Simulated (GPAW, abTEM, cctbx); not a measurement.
# AlTl2: the scripts behind a bonding study

Short scripts, each with its output. The start was made by putting kin elements into a known structure type; the compound need not exist, or be stable, in this form.

## 1. Relax the structure

```text
cell
1.0
     1.780000000    2.648500000    0.000000000
     1.780000000   -2.648500000    0.000000000
    -1.780000000    0.000000000   -7.479500000
Tl Al
2 1
Direct
0.331600000 0.331600000 0.663200000
0.668400000 0.668400000 0.336800000
0.000000000 0.000000000 0.000000000
```

```python
from ase.constraints import FixSymmetry
from ase.filters import FrechetCellFilter
from ase.io import read, write
from ase.optimize import BFGS
from ase.parallel import parprint
from gpaw import GPAW, PW, FermiDirac

atoms = read("start.vasp")
atoms.set_constraint(FixSymmetry(atoms))
atoms.calc = GPAW(mode=PW(570), xc="PBE", kpts={"size": (7, 7, 7), "gamma": True},
                 occupations=FermiDirac(0.1), maxiter=120, symmetry={"tolerance": 1e-5}, txt="relax.txt")
BFGS(FrechetCellFilter(atoms), maxstep=0.15).run(fmax=0.03, steps=40)
parprint("cell  %.4f %.4f %.4f  %.2f %.2f %.2f" % tuple(atoms.cell.cellpar()))
parprint("volume %.3f A^3, largest force %.3f eV/A, largest stress %.2f GPa" % (atoms.get_volume(), abs(atoms.get_forces()).max(), 160.218 * abs(atoms.get_stress()).max()))
atoms.set_constraint()
write("relaxed.vasp", atoms, direct=True)
```

```console
$ OMP_NUM_THREADS=1 mpirun -n 4 gpaw python run.py > gpaw.log
```

```text
gpts.py:43: UserWarning: Initial realspace grid (18,18,45) inconsistent with symmetries.
gpts.py:43: UserWarning: Initial realspace grid (18,18,45) inconsistent with symmetries.
gpts.py:43: UserWarning: Initial realspace grid (18,18,45) inconsistent with symmetries.
gpts.py:43: UserWarning: Initial realspace grid (18,18,45) inconsistent with symmetries.
gpts.py:70: UserWarning: Using symmetrized grid: (45,45,45).
gpts.py:70: UserWarning: Using symmetrized grid: (45,45,45).
gpts.py:70: UserWarning: Using symmetrized grid: (45,45,45).
gpts.py:70: UserWarning: Using symmetrized grid: (45,45,45).
            Step        Energy          fmax
BFGS:    0       -7.768949        1.154557
BFGS:    1       -7.847927        0.977237
gpts.py:43: UserWarning: Initial realspace grid (20,20,45) inconsistent with symmetries.
gpts.py:43: UserWarning: Initial realspace grid (20,20,45) inconsistent with symmetries.
gpts.py:43: UserWarning: Initial realspace grid (20,20,45) inconsistent with symmetries.
gpts.py:43: UserWarning: Initial realspace grid (20,20,45) inconsistent with symmetries.
BFGS:    2       -8.091701        0.337773
BFGS:    3       -8.122102        0.209484
BFGS:    4       -8.129784        0.155088
BFGS:    5       -8.132246        0.181103
BFGS:    6       -8.135740        0.203784
BFGS:    7       -8.140142        0.178118
BFGS:    8       -8.142763        0.111085
BFGS:    9       -8.144609        0.040833
BFGS:   10       -8.144838        0.051181
BFGS:   11       -8.144878        0.053662
BFGS:   12       -8.145124        0.049380
BFGS:   13       -8.145448        0.033241
BFGS:   14       -8.145630        0.015021
cell  3.3805 3.3805 7.9725  97.33 97.33 113.49
volume 81.268 A^3, largest force 0.007 eV/A, largest stress 0.09 GPa
```

Time: 30 min on 4 cores of Arm Neoverse N1 (shared host), peak memory 1.7 GiB.

## 2. Build the all-electron density and subtract free atoms

```text
cell
1.0
     1.853789915    2.826860765    0.000000000
     1.853789915   -2.826860765    0.000000000
    -1.853789915    0.000000000   -7.753962915
Tl Al
2 1
Direct
0.346832860 0.346832860 0.693665720
0.653167140 0.653167140 0.306334280
0.000000000 0.000000000 0.000000000
```

```python
import numpy as np
from ase.io import read
from ase.units import Bohr
from gpaw import GPAW, PW, FermiDirac
from gpaw.calculator import GPAW as OldGPAW
from gpaw.mpi import serial_comm, world
from scipy.special import erfc
from scipy.spatial import cKDTree

atoms = read("cell.vasp")
atoms.calc = GPAW(mode=PW(450), xc="PBE", kpts={"size": (8, 8, 8), "gamma": True},
                 occupations=FermiDirac(0.1), maxiter=120, symmetry={"tolerance": 1e-5}, txt="scf.txt")
atoms.get_potential_energy()
rho = atoms.calc.get_all_electron_density(gridrefinement=2)
moments = atoms.get_magnetic_moments() if atoms.calc.get_number_of_spins() == 2 else np.zeros(len(atoms))
total = atoms.get_magnetic_moment() if moments.any() else 0.0
if world.rank == 0:
    free = OldGPAW(mode=PW(450), xc="PBE", txt=None, communicator=serial_comm)
    neutral = atoms.copy()
    neutral.set_initial_magnetic_moments(None)
    free.initialize(neutral)
    free.set_positions(neutral)
    drho = rho - free.get_all_electron_density(gridrefinement=2)
    # GPAW starts from confined atoms: exchange their smooth part for that of the datasets' free atoms
    h = np.stack(np.meshgrid(*[np.fft.fftfreq(n, 1 / n) for n in drho.shape], indexing="ij"), -1)
    gabs = np.linalg.norm(h @ atoms.cell.reciprocal(), axis=-1)
    tails = np.fft.fftn(free.get_pseudo_density(gridrefinement=2))
    g, form, v0 = np.linspace(0, gabs.max(), 1500), {}, 0
    for e in set(atoms.symbols):
        idx = atoms.symbols.search(e)
        d = free.setups[idx[0]].data
        r, w = d.rgd.r_g * Bohr, d.rgd.r_g**2 * d.rgd.dr_g
        j0 = np.sinc(2 * g[:, None] * r)
        smooth = sum(f * p**2 for f, p in zip(d.f_j, d.phit_jg)) + np.sqrt(4 * np.pi) * d.nct_g
        full = sum(f * p**2 for f, p in zip(d.f_j, d.phi_jg)) + np.sqrt(4 * np.pi) * d.nc_g
        phase = sum(np.exp(-2j * np.pi * h @ s) for s in atoms.get_scaled_positions()[idx])
        tails -= np.interp(gabs, g, j0 @ (smooth * w)) * phase * drho.size / atoms.get_volume()
        form[e] = j0 @ (full * w)
        v0 += 2 * np.pi / 3 * 14.3996 * (full * w * r**2).sum() * len(idx)  # V A^3
    tails *= 0.5 * erfc((gabs - 1.8) / 0.25)  # the tails differ at long wavelengths alone
    drho += np.fft.ifftn(tails).real  # crystal minus superposed spherical free atoms
    np.save("drho.npy", drho)
    dv = atoms.get_volume() / drho.size
    print("grid", drho.shape, " electrons %.3f" % (rho.sum() * dv), " moved by bonding %.3f e" % (abs(drho).sum() * dv / 2))
    pts = np.indices(drho.shape).reshape(3, -1).T / drho.shape @ atoms.cell
    shifts = (np.indices((3, 3, 3)).reshape(3, -1).T - 1) @ atoms.cell
    images = (atoms.positions[None] + shifts[:, None]).reshape(-1, 3)
    dist, idx = cKDTree(images).query(pts, k=4)
    out = drho.ravel()[dist[:, 0] > 0.5]
    print("deformation density beyond 0.5 A of the nuclei: max %.3f, min %.3f e/A^3" % (out.max(), out.min()))
    tie = dist < dist[:, :1] + 1e-4
    q = -np.bincount((idx % len(atoms))[tie], (drho.ravel()[:, None] / tie.sum(1, keepdims=True) * tie)[tie], len(atoms)) * dv
    print("atom        x       y       z   Voronoi charge  moment")
    for a, s, c, m in zip(atoms, atoms.get_scaled_positions(), q, moments):
        print("%-2s%-3d %7.4f %7.4f %7.4f %10.3f %10.2f" % (a.symbol, a.index + 1, *s, c, m))
    np.savez("free.npz", g=g, **form)
    print("mean inner potential of superposed free atoms %.3f V" % (v0 / atoms.get_volume()))
    print("total magnetic moment %.3f muB" % total)
```

```console
$ OMP_NUM_THREADS=1 mpirun -n 4 gpaw python run.py > gpaw.log
```

```text
gpts.py:43: UserWarning: Initial realspace grid (18,18,40) inconsistent with symmetries.
gpts.py:43: UserWarning: Initial realspace grid (18,18,40) inconsistent with symmetries.
gpts.py:43: UserWarning: Initial realspace grid (18,18,40) inconsistent with symmetries.
gpts.py:43: UserWarning: Initial realspace grid (18,18,40) inconsistent with symmetries.
gpts.py:70: UserWarning: Using symmetrized grid: (40,40,40).
gpts.py:70: UserWarning: Using symmetrized grid: (40,40,40).
gpts.py:70: UserWarning: Using symmetrized grid: (40,40,40).
gpts.py:70: UserWarning: Using symmetrized grid: (40,40,40).
grid (80, 80, 80)  electrons 175.000  moved by bonding 0.328 e
deformation density beyond 0.5 A of the nuclei: max 0.025, min -0.038 e/A^3
atom        x       y       z   Voronoi charge  moment
Tl1    0.3468  0.3468  0.6937      0.020       0.00
Tl2    0.6532  0.6532  0.3063      0.020       0.00
Al3    0.0000  0.0000  0.0000     -0.039       0.00
mean inner potential of superposed free atoms 18.247 V
total magnetic moment 0.000 muB
```

Time: 1.8 min.

## 3. Fourier-transform the difference

```python
from cctbx import adptbx, crystal, miller, xray
from cctbx.eltbx import tiny_pse
import numpy as np

cs = crystal.symmetry(unit_cell=(3.7076, 5.6537, 15.5079, 90, 90, 90), space_group_symbol='Hall: -F 2 2')  # Fmmm
atoms = [  # label, site, U (iso, or U11 U22 U33 U12 U13 U23 in A^2), occupancy
    ("Tl1", (0.5, 0, 0.15317), 0.0000, 1),
    ("Al1", (0, 0, 0), 0.0000, 1),
]
xs = xray.structure(crystal_symmetry=cs)
for label, site, u, occ in atoms:
    u = adptbx.u_cif_as_u_star(cs.unit_cell(), u) if isinstance(u, tuple) else u
    xs.add_scatterer(xray.scatterer(label, site=site, u=u, occupancy=occ))
xs.scattering_type_registry(table="wk1995")
drho = np.load("drho.npy")
T = np.array([[1, 1, 0], [1, -1, 0], [-1, -1, -2]])  # conventional axes in terms of the primitive ones
dF = np.fft.ifftn(drho) * 325.07131  # electrons a conventional cell, indexed by primitive hkl
ms = miller.build_set(cs, anomalous_flag=False, d_min=0.9).sort("resolution")
iam = ms.structure_factors_from_scatterers(xs, algorithm="direct").f_calc()
p1 = xs.expand_to_p1()
z = np.array([tiny_pse.table(sc.scattering_type).atomic_number() for sc in p1.scatterers()])
x = np.array(p1.sites_frac())
free = np.load("free.npz")
print("static structure factors of the conventional cell: F in electrons, V (Mott-Bethe) in volts")
print("   h  k  l      d  |F| table  |F| free   |F| DFT   change   |V| free  |V| DFT  change %")
for h, d, table in list(zip(ms.indices(), ms.d_spacings().data(), iam.data()))[:16]:
    df = dF[tuple(np.rint(np.linalg.solve(T, h)).astype(int))]
    phase = np.exp(2j * np.pi * x @ h)
    f = sum(np.interp(1 / d, free["g"], free[sc.scattering_type]) * p for sc, p in zip(p1.scatterers(), phase))
    fz = (z * phase).sum()
    c = 14.3996 * d * d / (np.pi * cs.unit_cell().volume())
    v0, v1 = abs(fz - f) * c, abs(fz - f - df) * c
    print("%4d%3d%3d %7.4f %9.3f %9.3f %9.3f %8.3f %9.3f %8.3f %8s" % (h + (d, abs(table), abs(f), abs(f + df), abs(f + df) - abs(f), v0, v1, "%.1f" % (100 * (v1 / v0 - 1)) if v0 > 0.02 else "-")))
```

```console
$ python run.py
```

```text
static structure factors of the conventional cell: F in electrons, V (Mott-Bethe) in volts
   h  k  l      d  |F| table  |F| free   |F| DFT   change   |V| free  |V| DFT  change %
   0  0  2  7.7539   170.783   170.632   170.483   -0.150     1.691    1.818      7.5
   0  0  4  3.8770   411.201   410.933   410.809   -0.124     6.217    6.243      0.4
   1  1  1  3.0402   288.930   288.748   288.701   -0.048     3.860    3.867      0.2
   0  2  0  2.8268   603.970   603.852   603.425   -0.427    10.833   10.882      0.4
   1  1  3  2.6588   577.914   577.769   577.054   -0.715    10.105   10.176      0.7
   0  2  2  2.6559   156.156   156.037   156.129    0.092     1.650    1.641     -0.6
   0  0  6  2.5846   521.706   521.563   520.682   -0.880     9.076    9.159      0.9
   0  2  4  2.2841   373.474   373.282   373.223   -0.059     4.928    4.932      0.1
   1  1  5  2.1927    17.936    17.917    18.283    0.366     0.372    0.397      6.7
   0  0  8  1.9385   112.635   112.555   112.236   -0.320     2.086    2.103      0.8
   0  2  6  1.9075   479.381   479.101   478.727   -0.374     7.122    7.141      0.3
   2  0  0  1.8538   539.006   538.685   538.363   -0.323     7.817    7.832      0.2
   2  0  2  1.8030   141.291   141.252   141.352    0.100     1.438    1.434     -0.3
   1  1  7  1.8025   418.164   417.975   418.040    0.065     5.154    5.151     -0.1
   2  0  4  1.6724   339.450   339.315   339.322    0.007     3.981    3.981     -0.0
   1  3  1  1.6702   247.467   247.383   247.358   -0.025     2.792    2.793      0.0
```

Time: 0.52 s on 1 core of Arm Neoverse N1 (shared host), peak memory 0.09 GiB.

## 4. Rock the beam across one reflection

```python
import abtem
import numpy as np
from ase.build import make_supercell
from ase.io import read

abtem.config.set({"dask.lazy": False, "fft": "fftw", "diagnostics.progress_bar": False})
M = [[-1, -1, 0], [-1, 1, 0], [-1, -1, -2]]  # rows: x, y and beam direction in the primitive cell's axes
unit = make_supercell(read("cell.vasp"), M)
unit.set_cell(list(unit.cell.lengths()) + [90, 90, 90], scale_atoms=True)
unit.positions[:, 2] += 0.9692  # keeps atomic planes off the slice boundaries
unit.wrap()
slab = unit * (1, 1, 44)
print(slab.get_chemical_formula(), "| box %.2f x %.2f x %.2f A" % tuple(slab.cell.lengths()))

# change of the potential by bonding, from the DFT deformation density (Poisson's equation term by term)
drho = np.load("drho.npy")
prim = read("cell.vasp")
h = np.stack(np.meshgrid(*[np.fft.fftfreq(n, 1 / n) for n in drho.shape], indexing="ij"), -1).reshape(-1, 3).astype(int)
g2 = ((h @ prim.cell.reciprocal()) ** 2).sum(1)
keep = (g2 > 0) & (g2 < 2.5**2)
shape = (83, 126, 88)
vg = np.zeros(shape, complex)
hm = h[keep] @ np.array(M).T
move = np.exp(-2j * np.pi * hm[:, 2] * (0.9692 / unit.cell[2, 2] - 0.5 / shape[2]))  # the same shift, sampled at mid-points
vg[tuple(hm.T % np.array(shape)[:, None])] = -14.3996 / np.pi * (np.fft.fftn(drho).ravel() / drho.size)[keep] / g2[keep] * move
dV = np.fft.ifftn(vg).real * vg.size
dV = dV.reshape(83, 126, 8, 11).mean(3) * unit.cell[2, 2] / 8  # V A, projected in each slice
dV = np.tile(dV.transpose(2, 0, 1), (44, 1, 1))


def build(atoms):
    p = abtem.Potential(atoms, gpts=(83, 126), slice_thickness=[slab.cell[2, 2] / 352] * 352,
                        parametrization="lobato", projection="infinite", exit_planes=88).build()
    p.array[:] += BONDING * dV
    return p


def potentials():
    yield build(slab)  # atoms at rest


for label, BONDING in (("IAM", 0.0), ("DFT", 1.0)):
    print("=====", label)
    potential = build(slab)
    print("grid", potential.gpts, "slices", potential.num_slices)
    thickness = potential.exit_thicknesses
    h = np.array(M) @ np.linalg.solve(np.array([[1, 1, 0], [1, -1, 0], [-1, -1, -2]]), [0, 2, 0])
    ix, iy = round(h[0]) * 1, round(h[1]) * 1
    gxy = h[:2] / unit.cell.lengths()[:2]
    along = gxy / np.hypot(*gxy)
    across = np.array([-along[1], along[0]])
    bragg = 500 * abtem.PlaneWave(energy=100000).wavelength * np.hypot(*gxy)
    print("Bragg angle %.3f mrad; beam tilted 46 mrad off the zone axis across the row" % bragg)
    print("dark-field intensity of 0 2 0 against tilt along the row, in Bragg angles")
    print("  t (A)" + "".join("%8.2f" % s for s in [0.2, 0.4, 0.6, 0.8, 1.0, 1.2, 1.4, 1.6, 1.8, 2.0, 2.2, 2.4, 2.6]))
    rows = []
    row = [(n * ix, n * iy) for n in range(-8, 9)]
    for s in [0.2, 0.4, 0.6, 0.8, 1.0, 1.2, 1.4, 1.6, 1.8, 2.0, 2.2, 2.4, 2.6]:
        tilt = -s * bragg * along + 46 * across
        dp = abtem.PlaneWave(energy=100000, tilt=tuple(tilt)).multislice(potential).diffraction_patterns(max_angle="valid").array
        rows.append(dp[:, dp.shape[1] // 2 + ix, dp.shape[2] // 2 + iy])
        if s == 1.0:
            cx, cy = dp.shape[1] // 2, dp.shape[2] // 2
            share = sum(dp[:, cx + i, cy + j] for i, j in row if abs(i) < cx and abs(j) < cy) / dp.sum(axis=(1, 2))
            total = dp.sum(axis=(1, 2))
    for t, a in list(zip(thickness, np.array(rows).T))[1:]:
        print("%7.1f" % t + "".join("%8.4f" % v for v in a))
    print("at the Bragg tilt, share in the row:", share[1:].round(3).tolist(), "total:", total[1:].round(3).tolist())
```

```console
$ python run.py
```

```text
Al176Tl352 | box 3.71 x 5.65 x 682.35 A
===== IAM
grid (83, 126) slices 352
Bragg angle 6.547 mrad; beam tilted 46 mrad off the zone axis across the row
dark-field intensity of 0 2 0 against tilt along the row, in Bragg angles
  t (A)    0.20    0.40    0.60    0.80    1.00    1.20    1.40    1.60    1.80    2.00    2.20    2.40    2.60
  170.6  0.0378  0.0591  0.0763  0.0877  0.0891  0.0887  0.0782  0.0615  0.0403  0.0217  0.0133  0.0125  0.0158
  341.2  0.0662  0.0457  0.0282  0.0495  0.0901  0.0502  0.0292  0.0462  0.0674  0.0325  0.0098  0.0000  0.0144
  511.8  0.0913  0.0212  0.0095  0.0327  0.0190  0.0345  0.0102  0.0187  0.0875  0.0499  0.0055  0.0465  0.0451
  682.3  0.0971  0.0449  0.0151  0.0670  0.1010  0.0711  0.0148  0.0418  0.0933  0.0471  0.0096  0.0208  0.0065
at the Bragg tilt, share in the row: [0.46000000834465027, 0.414000004529953, 0.48899999260902405, 0.42800000309944153] total: [0.9900000095367432, 0.9800000190734863, 0.972000002861023, 0.9610000252723694]
===== DFT
grid (83, 126) slices 352
Bragg angle 6.547 mrad; beam tilted 46 mrad off the zone axis across the row
dark-field intensity of 0 2 0 against tilt along the row, in Bragg angles
  t (A)    0.20    0.40    0.60    0.80    1.00    1.20    1.40    1.60    1.80    2.00    2.20    2.40    2.60
  170.6  0.0370  0.0580  0.0749  0.0861  0.0874  0.0871  0.0768  0.0603  0.0394  0.0214  0.0135  0.0130  0.0167
  341.2  0.0687  0.0483  0.0296  0.0506  0.0919  0.0513  0.0305  0.0488  0.0699  0.0333  0.0101  0.0000  0.0145
  511.8  0.0952  0.0237  0.0100  0.0315  0.0190  0.0332  0.0105  0.0212  0.0913  0.0504  0.0054  0.0470  0.0459
  682.3  0.0991  0.0466  0.0157  0.0671  0.1027  0.0713  0.0153  0.0434  0.0953  0.0473  0.0098  0.0205  0.0065
at the Bragg tilt, share in the row: [0.45899999141693115, 0.4129999876022339, 0.49000000953674316, 0.4259999990463257] total: [0.9900000095367432, 0.9800000190734863, 0.972000002861023, 0.9610000252723694]
```

Time: 34 s.

[Outputs are excerpts: Python notices, other lines and further rows are left out; steps that failed or that the build refused (PBEsol, TPSS) are not shown.]

[Logs are printed without paths, hosts, clocks, repeated set-up lines and the standing remarks that a program may print on its own settings, such as how far it seeks lower states.]
